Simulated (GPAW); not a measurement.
# The basis that the transmission of a carbon nanotube (3, 3); one C replaced by B needs

Aim: T(E), conductance and thermopower of a carbon nanotube (3, 3); one C replaced by B, and what cheaper settings cost in accuracy.

Calculated with GPAW 26.7.0; GPAW LCAO, PAW setups; Landauer transmission from Green's functions with principal layers (ASE), zero bias.

### 1. Starting point

The cell holds 144 atoms: 143 C and 1 B. Cell: a = 12.068 Å, b = 12.068 Å, c = 29.514 Å, α = 90.0°, β = 90.0°, γ = 90.0°. Regions: left lead, 60 atoms (60 C); channel, 24 atoms (23 C and 1 B); right lead, 60 atoms (60 C). Vacuum lies along a and b. The structure is stacked along c, and the current runs across the ab planes.

### 2. Single-zeta polarised basis

The second zeta is dropped, the polarisation orbitals stay.

File run.py:

```python
import json
import numpy as np
from ase import Atoms
from ase.transport.calculators import TransportCalculator
from gpaw import GPAW, FermiDirac
from gpaw.lcao.tools import get_lcao_hamiltonian
from scipy.linalg import eigh

# The junction with lead layers at both ends, along the third cell vector
device = Atoms(
    ['C', 'C', 'C', 'C', 'C', 'C', 'C', 'C', 'C', 'C', 'C', 'C', 'C', 'C', 'C', 'C', 'C', 'C', 'C', 'C', 'C', 'C', 'C', 'C', 'C', 'C', 'C', 'C', 'C', 'C', 'C', 'C', 'C', 'C', 'C', 'C', 'C', 'C', 'C', 'C', 'C', 'C', 'C', 'C', 'C', 'C', 'C', 'C', 'C', 'C', 'C', 'C', 'C', 'C', 'C', 'C', 'C', 'C', 'C', 'C', 'C', 'C', 'C', 'C', 'C', 'C', 'B', 'C', 'C', 'C', 'C', 'C', 'C', 'C', 'C', 'C', 'C', 'C', 'C', 'C', 'C', 'C', 'C', 'C', 'C', 'C', 'C', 'C', 'C', 'C', 'C', 'C', 'C', 'C', 'C', 'C', 'C', 'C', 'C', 'C', 'C', 'C', 'C', 'C', 'C', 'C', 'C', 'C', 'C', 'C', 'C', 'C', 'C', 'C', 'C', 'C', 'C', 'C', 'C', 'C', 'C', 'C', 'C', 'C', 'C', 'C', 'C', 'C', 'C', 'C', 'C', 'C', 'C', 'C', 'C', 'C', 'C', 'C', 'C', 'C', 'C', 'C', 'C', 'C'],
    positions=[
        [4.12267, 6.72967, 0.61488],
        [5.01700, 7.79550, 0.61488],
        [5.01700, 4.27250, 0.61488],
        [6.38720, 4.03090, 0.61488],
        [7.59213, 7.34143, 0.61488],
        [8.06800, 6.03400, 0.61488],
        [4.00000, 6.03400, 1.84463],
        [4.47587, 4.72657, 1.84463],
        [5.68080, 8.03710, 1.84463],
        [7.05100, 7.79550, 1.84463],
        [7.05100, 4.27250, 1.84463],
        [7.94534, 5.33833, 1.84463],
        [4.12267, 6.72967, 3.07439],
        [5.01700, 7.79550, 3.07439],
        [5.01700, 4.27250, 3.07439],
        [6.38720, 4.03090, 3.07439],
        [7.59213, 7.34143, 3.07439],
        [8.06800, 6.03400, 3.07439],
        [4.00000, 6.03400, 4.30415],
        [4.47587, 4.72657, 4.30415],
        [5.68080, 8.03710, 4.30415],
        [7.05100, 7.79550, 4.30415],
        [7.05100, 4.27250, 4.30415],
        [7.94534, 5.33833, 4.30415],
        [4.12267, 6.72967, 5.53390],
        [5.01700, 7.79550, 5.53390],
        [5.01700, 4.27250, 5.53390],
        [6.38720, 4.03090, 5.53390],
        [7.59213, 7.34143, 5.53390],
        [8.06800, 6.03400, 5.53390],
[... 108 atom lines left out ...]
        [4.00000, 6.03400, 28.89927],
        [4.47587, 4.72657, 28.89927],
        [5.68080, 8.03710, 28.89927],
        [7.05100, 7.79550, 28.89927],
        [7.05100, 4.27250, 28.89927],
        [7.94534, 5.33833, 28.89927]],
    cell=[[12.068, 0.0, 0.0], [0.0, 12.068, 0.0], [0.0, 0.0, 29.51415]],
    pbc=True)

# One principal layer of the lead: the first 36 atoms of the device
lead = Atoms(
    ['C', 'C', 'C', 'C', 'C', 'C', 'C', 'C', 'C', 'C', 'C', 'C', 'C', 'C', 'C', 'C', 'C', 'C', 'C', 'C', 'C', 'C', 'C', 'C', 'C', 'C', 'C', 'C', 'C', 'C', 'C', 'C', 'C', 'C', 'C', 'C'],
    positions=[
        [4.12267, 6.72967, 0.61488],
        [5.01700, 7.79550, 0.61488],
        [5.01700, 4.27250, 0.61488],
        [6.38720, 4.03090, 0.61488],
        [7.59213, 7.34143, 0.61488],
        [8.06800, 6.03400, 0.61488],
        [4.00000, 6.03400, 1.84463],
        [4.47587, 4.72657, 1.84463],
        [5.68080, 8.03710, 1.84463],
        [7.05100, 7.79550, 1.84463],
        [7.05100, 4.27250, 1.84463],
        [7.94534, 5.33833, 1.84463],
        [4.12267, 6.72967, 3.07439],
        [5.01700, 7.79550, 3.07439],
        [5.01700, 4.27250, 3.07439],
        [6.38720, 4.03090, 3.07439],
        [7.59213, 7.34143, 3.07439],
        [8.06800, 6.03400, 3.07439],
        [4.00000, 6.03400, 4.30415],
        [4.47587, 4.72657, 4.30415],
        [5.68080, 8.03710, 4.30415],
        [7.05100, 7.79550, 4.30415],
        [7.05100, 4.27250, 4.30415],
        [7.94534, 5.33833, 4.30415],
        [4.12267, 6.72967, 5.53390],
        [5.01700, 7.79550, 5.53390],
        [5.01700, 4.27250, 5.53390],
        [6.38720, 4.03090, 5.53390],
        [7.59213, 7.34143, 5.53390],
        [8.06800, 6.03400, 5.53390],
        [4.00000, 6.03400, 6.76366],
        [4.47587, 4.72657, 6.76366],
        [5.68080, 8.03710, 6.76366],
        [7.05100, 7.79550, 6.76366],
        [7.05100, 4.27250, 6.76366],
        [7.94534, 5.33833, 6.76366]],
    cell=[[12.068, 0.0, 0.0], [0.0, 12.068, 0.0], [0.0, 0.0, 7.37854]],
    pbc=True)

settings = dict(mode='lcao', basis='szp(dzp)', xc='PBE', h=0.2,
                occupations=FermiDirac(0.1), maxiter=250,
                mixer=dict(beta=0.1, nmaxold=8, weight=100.0),
                convergence=dict(density=0.0001))
energies = np.arange(-3, 3 + 1e-9, 0.075)
eta = 0.0001
n1, n2 = 1, 1
# k and -k transmit alike, so half of the mesh across the current serves
mesh = [(i, j) for i in range(n1) for j in range(n2) if (i, j) <= (-i % n1, -j % n2)]
weights = np.array([1 if (i, j) == (-i % n1, -j % n2) else 2 for i, j in mesh]) / (n1 * n2)


def ground_state(atoms, size, txt):
    atoms.calc = GPAW(kpts={'size': size, 'gamma': True}, symmetry={'tolerance': 1e-3}, txt=txt, **settings)
    atoms.get_potential_energy()
    return atoms.calc.get_fermi_level()


def blocks(atoms, fermi, points, nz, cells):
    """H - E_F S and S between cell 0 and the cells above it, at each point across the current."""
    kz = np.arange(nz) / nz
    calc = atoms.calc.fixed_density(kpts=[(*k, z) for k in points for z in kz], symmetry='off', txt=None)
    H, S = get_lcao_hamiltonian(calc)
    H = (H - fermi * S).reshape(len(H), len(points), nz, *S.shape[1:])
    S = S.reshape(H.shape[1:])
    phases = [np.exp(-2j * np.pi * kz * R) / nz for R in cells]
    return [(np.einsum('skzij,z->ksij', H, p), np.einsum('kzij,z->kij', S, p)) for p in phases]


def pair(a, b):
    return np.block([[a, b], [b.T.conj(), a]])


def count_channels(h, s, cells, nk=240):
    """Half the number of times that the lead's bands cross each energy, unfolded to its shortest repeat."""
    b = len(h) // cells
    bands = []
    for k in (np.arange(nk + 1) + 0.5) / nk:
        hk, sk = h[:b, :b].copy(), s[:b, :b].copy()
        for R in range(1, cells):
            phase, block = np.exp(2j * np.pi * k * R), slice(R * b, (R + 1) * b)
            hk += h[:b, block] * phase + (h[:b, block] * phase).T.conj()
            sk += s[:b, block] * phase + (s[:b, block] * phase).T.conj()
        w, u = eigh(sk)
        x = u[:, w > 1e-5] / w[w > 1e-5]**0.5  # drop near-dependent combinations
        bands.append(np.r_[eigh(x.T.conj() @ hk @ x, eigvals_only=True), [1e9] * (w <= 1e-5).sum()])
    below = np.array(bands)[:, :, None] < energies
    return (below[1:] != below[:-1]).sum((0, 1)) / 2


fermi_lead = ground_state(lead, (1, 1, 15), 'lead.txt')
fermi_device = ground_state(device, (1, 1, 3), 'device.txt')
T, channels, eigen, tail, misfit, shifts = [], [], [], 0.0, 0.0, []
for first in range(0, len(mesh), 5):
    points = [(i / n1, j / n2) for i, j in mesh[first:first + 5]]
    (H0k, S0k), (H1k, S1k), (H2k, _) = blocks(lead, fermi_lead, points, 5, range(3))
    [(Hk, Sk)] = blocks(device, fermi_device, points, 2, [0])
    tail = max(tail, abs(H2k).max())
    for H0, S0, H1, S1, H, S in zip(H0k, S0k, H1k, S1k, Hk, Sk):
        n = len(S0)
        # Shift the lead onto the potential of the device's first layer
        shift = ((H[:, 0, 0] - H0[:, 0, 0]) / S0[0, 0]).real.mean()
        shifts.append(shift)
        misfit = max(misfit, abs(H[:, :n, :n] - H0 - shift * S0).max())
        Tk, Ck, Ek = [], [], []
        for s in range(len(H)):
            t = s % len(H0)  # a lead without moments serves both spins
            h1, s1 = pair(H0[t] + shift * S0, H1[t] + shift * S1), pair(S0, S1)
            leads = dict(h1=h1, s1=s1, energies=energies, eta=eta, eta1=eta, eta2=eta)
            calc = TransportCalculator(h=H[s], s=S, eigenchannels=3, **leads)
            Tk.append(calc.get_transmission())
            Ek.append(np.sort(calc.eigenchannels_ne, axis=0)[::-1])
            Ck.append(count_channels(h1, s1, 6))
        T.append(Tk)
        channels.append(Ck)
        eigen.append(Ek)
T, channels = np.array(T), np.array(channels)
mean, open_channels = np.einsum('kse,k->se', T, weights), np.einsum('kse,k->se', channels, weights)

print(f'basis functions: device {len(S)}, principal layer {n}')
print(f'Fermi level: lead {fermi_lead:.4f} eV, device {fermi_device:.4f} eV; lead shifted by {np.mean(shifts):.4f} eV')
print(f'largest coupling past the next layer {tail:.2e} eV, largest misfit of the first layer {misfit:.3f} eV')
print('  E-E_F (eV)   ' + 'T (one spin)  channels')
for e, t, c in zip(energies, mean.T, open_channels.T):
    print(f'{e:10.3f}  ', *[f'{x:11.4e}' for x in t], *[f'{x:9.4f}' for x in c])

kT = 8.617333e-5 * 300
fine = np.linspace(energies[0], energies[-1], 4001)
both = np.exp(np.interp(fine, energies, np.log(np.maximum(mean.sum(0) * 2 / len(mean), 1e-30))))
fermi = lambda mu: 1 / (1 + np.exp(np.clip((fine - mu) / kT, -200, 200)))
slope = fermi(0) * (1 - fermi(0)) / kT
G = np.trapezoid(both * slope, fine) / 2
seebeck = -np.trapezoid(both * slope * fine, fine) / (2 * G * 300) * 1e6
print(f'conductance at 300 K: {G:.5g} G0 a cell; thermopower {seebeck:.4g} uV/K')
bias = [0.1, 0.2, 0.5, 1.0, 1.5, 2.0]
current = [38.74 * np.trapezoid(both * (fermi(V / 2) - fermi(-V / 2)), fine) for V in bias]
for V, I in zip(bias, current):
    print(f'current from the zero-bias T(E) at {V} V: {I:.5g} uA')
zero = abs(energies).argmin()
json.dump(dict(energies=energies.tolist(), T=mean.tolist(), channels=open_channels.tolist(), G=G, seebeck=seebeck,
               bias=bias, current=current, tail=tail, misfit=misfit, shift=np.mean(shifts), n_device=len(S), n_lead=n,
               fermi=[fermi_lead, fermi_device], energy=device.get_potential_energy(),
               moments=device.get_magnetic_moments().tolist(), mesh=mesh, weights=weights.tolist(),
               T_k=T[:, :, zero].tolist(), eigen=np.array(eigen[0]).tolist()), open('result.json', 'w'))
```

Command:

```bash
> OMP_NUM_THREADS=1 OPENBLAS_NUM_THREADS=1 python run.py
```

What it wrote:

```text
basis functions: device 1296, principal layer 324
Fermi level: lead -2.5809 eV, device -2.6519 eV; lead shifted by 0.0064 eV
largest coupling past the next layer 5.16e-15 eV, largest misfit of the first layer 0.031 eV
  E-E_F (eV)   T (one spin)  [channel counts left out]
    -3.000    4.3397e+00
    -2.925    4.3774e+00
    -2.850    4.4006e+00
    -2.775    4.4087e+00
    -2.700    4.4023e+00
    -2.625    4.3789e+00
    -2.550    4.3325e+00
    -2.475    4.2485e+00
    -2.400    4.0888e+00
    -2.325    3.7499e+00
    -2.250    2.8015e+00
    -2.175    9.3533e-01
    -2.100    9.6340e-01
    -2.025    8.9928e-01
    -1.950    8.2296e-01
    -1.875    5.3918e-01
[...]
2.475    4.4774e+00
     2.550    4.4905e+00
     2.625    4.5023e+00
     2.700    4.5128e+00
     2.775    4.5224e+00
     2.850    4.5310e+00
     2.925    4.5387e+00
     3.000    4.5457e+00
conductance at 300 K: 1.8955 G0 a cell; thermopower -0.8362 uV/K
current from the zero-bias T(E) at 0.1 V: 14.679 uA
current from the zero-bias T(E) at 0.2 V: 29.325 uA
current from the zero-bias T(E) at 0.5 V: 73.007 uA
current from the zero-bias T(E) at 1.0 V: 144.21 uA
current from the zero-bias T(E) at 1.5 V: 211.94 uA
current from the zero-bias T(E) at 2.0 V: 297.06 uA
```

Run time: 22 min. Hardware: 1 thread of Arm Neoverse V1, shared host; peak memory 2.4 GiB.

Numbers from this step:

* conductance: 1.895 G₀
* largest coupling past the next principal layer: 5.16e-15 eV
* largest misfit of the first principal layer: 0.03120 eV
* shift that aligns the lead: 0.006442 eV
* basis functions of the junction: 1296
* basis functions of a principal layer: 324
* transmission at the Fermi level (one spin): 1.900

One spin. Table of transmission, zone mean by energy, zero at the Fermi level:

energy (eV), transmission, zone mean and a bar:
```
    -3.00       4.34 ############################
    -2.77       4.41 ############################
    -2.55       4.33 ############################
    -2.40       4.09 ##########################
    -2.17       0.94 ####
    -1.95       0.82 ###
    -1.73       0.40 
    -1.57       0.84 ###
    -1.35       0.95 ####
    -1.12       0.99 ####
    -0.90       1.18 #####
    -0.75       1.37 #######
    -0.53       1.63 #########
    -0.30       1.78 ##########
    -0.07       1.87 ##########
     0.00       1.90 ###########
     0.07       1.91 ###########
     0.30       1.94 ###########
     0.53       1.95 ###########
     0.75       1.97 ###########
     0.90       3.61 ######################
     1.12       4.68 ##############################
     1.35       4.11 ##########################
     1.57       4.13 ##########################
     1.73       4.24 ###########################
     1.95       4.34 ############################
     2.17       4.41 ############################
     2.40       4.46 ############################
     2.55       4.49 #############################
     2.77       4.52 #############################
     3.00       4.55 #############################
```

Not self-consistent under bias; the bias window is split evenly. The current through one cell, from the zero-bias transmission by bias:

```
bias (V)  current through one cell, from the zero-bias transmission (μA)
   0.100                                                            14.7
   0.200                                                            29.3
   0.500                                                            73.0
   1.000                                                             144
   1.500                                                             212
   2.000                                                             297
```

Transmission of the three most open eigenchannels against energy, zero at the Fermi level:

```
energy (eV)  channel 1  channel 2  channel 3
      -3.00      0.998      0.995      0.978
      -2.85      0.996      0.995      0.971
      -2.70      0.996      0.993      0.975
      -2.55      0.997      0.986      0.969
      -2.33      0.999      0.896      0.864
      -2.17      0.935     1.2e-5     3.2e-6
      -2.02      0.899    8.1e-10    1.2e-10
      -1.88      0.539    5.6e-11    5.0e-12
      -1.73      0.400    1.2e-11          0
      -1.57      0.845          0          0
      -1.35      0.945          0          0
      -1.20      0.966    0.00153          0
      -1.05      0.977     0.0502          0
      -0.90      0.982      0.193          0
      -0.75      0.986      0.388          0
      -0.60      0.988      0.566          0
      -0.38      0.990      0.750          0
      -0.23      0.991      0.829          0
      -0.07      0.992      0.881          0
       0.00      0.991      0.910          0
       0.07      0.993      0.912          0
       0.23      0.994      0.934          0
       0.38      0.994      0.948          0
       0.60      0.995      0.965    1.8e-11
       0.75      0.996      0.975     4.9e-9
       0.90      0.995      0.982      0.670
       1.05      0.995      0.981      0.904
       1.20      0.995      0.968      0.888
       1.35      0.998      0.974      0.944
       1.57      0.992      0.980      0.978
       1.73      0.994      0.985      0.981
       1.88      0.994      0.990      0.984
       2.02      0.994      0.993      0.987
       2.17      0.994      0.993      0.989
       2.33      0.996      0.993      0.991
       2.55      0.997      0.993      0.990
       2.70      0.997      0.994      0.988
       2.85      0.997      0.995      0.986
       3.00      0.997      0.995      0.983
```

Couplings past the next layer reach 5.2e-15 eV, small enough to drop; the matrix elements of the cell's first layer differ from the bulk lead's by up to 0.031 eV. That layer keeps its own values in the calculation, and only beyond it is the lead taken as perfect.

(Part 1 of 2 ends here.)

[Logs are printed without paths, hosts, clocks, repeated set-up lines and the standing remarks that a program may print on its own settings, such as how far it seeks lower states.]

[Hosts, paths, dates, database ids (printed as entryN), source tags and the programs' standing remarks are cut or masked in the printed files.]
